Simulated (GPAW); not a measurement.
The F K edge of atom 3 in Ba2NF (R-3m), with 6 Ba at 2.95 Å (octahedral, site symmetry -3m), was computed in 2 ways: full core hole (charged cell) and no core hole. Program and functional: GPAW, LDA, Gaussian full width 0.9 eV up to 4 eV, rising linearly to 3.5 eV at 25 eV; cells of 4 and 12 atoms (the run without a hole in the smaller).

Each run is counted from its own lowest empty level or Fermi level and scaled to a mean of 1 over its first 20 eV.

```
E (eV)  run 1  run 2
  -2.0   0.00   0.00
  -1.0   0.00   0.00
   0.0   0.03   0.12
   1.0   0.51   1.25
   2.0   1.21   1.87
   3.0   1.64   1.02
   4.0   1.14   1.12
   5.0   1.55   1.31
   6.0   1.23   1.11
   7.0   1.51   1.02
   8.0   1.17   0.54
   9.0   0.73   0.41
  10.0   0.39   0.29
  11.0   0.28   0.39
  12.0   0.29   0.64
  13.0   0.44   1.20
  14.0   0.97   1.97
  15.0   1.60   1.97
  16.0   1.70   1.42
  17.0   1.41   0.91
  18.0   1.05   0.62
  19.0   0.78   0.54
  20.0   0.58   0.51
  21.0   0.42   0.49
  22.0   0.37   0.54
  23.0   0.44   0.71
  24.0   0.56   0.94
  25.0   0.70   1.12
  26.0   0.83   1.21
  27.0   0.91   1.25
  28.0   0.96   1.26
  29.0   0.99   1.25
  30.0   1.01   1.20
```

Q: Which run is which?

Run 1: no core hole (area from −2 to 6 eV 6.7, main maxima 2.9 eV (1.64), 5.2 eV (1.59), 6.9 eV (1.51) and 15.7 eV (1.73)). Run 2: full core hole (charged cell) (area from −2 to 6 eV 7.2, main maxima 1.9 eV (1.88), 5.1 eV (1.32), 6.5 eV (1.17) and 14.5 eV (2.09)). With each curve scaled to its own mean, the area from −2 to 6 eV with the hole is 7.2 against 6.7, and the centre of weight from −1 to 20 eV moves by -0.3 eV (first and strongest maxima below 20 eV: 2.9 eV (1.64), 5.2 eV (1.59) and 15.7 eV (1.73) without the hole, 1.9 eV (1.88), 5.1 eV (1.32) and 14.5 eV (2.09) with it); the shape changes all the same, by 43 % r.m.s.

[Banner, clock and machine lines of the logs are left out without a mark of their own.]

[Logs are printed without paths, hosts, clocks, repeated set-up lines and the standing remarks that a program may print on its own settings, such as how far it seeks lower states.]

[Hosts, paths, dates, database ids (printed as entryN), source tags and the programs' standing remarks are cut or masked in the printed files.]

[Lists of maxima count a maximum above −3 eV only where it reaches 4 % of the highest in the window and stands out from its surroundings by 2 % of it (1.5 % where it reaches 55 %); shoulders and weaker maxima are passed over, and of the rest the first, up to two pre-edge ones and the few strongest are named.]
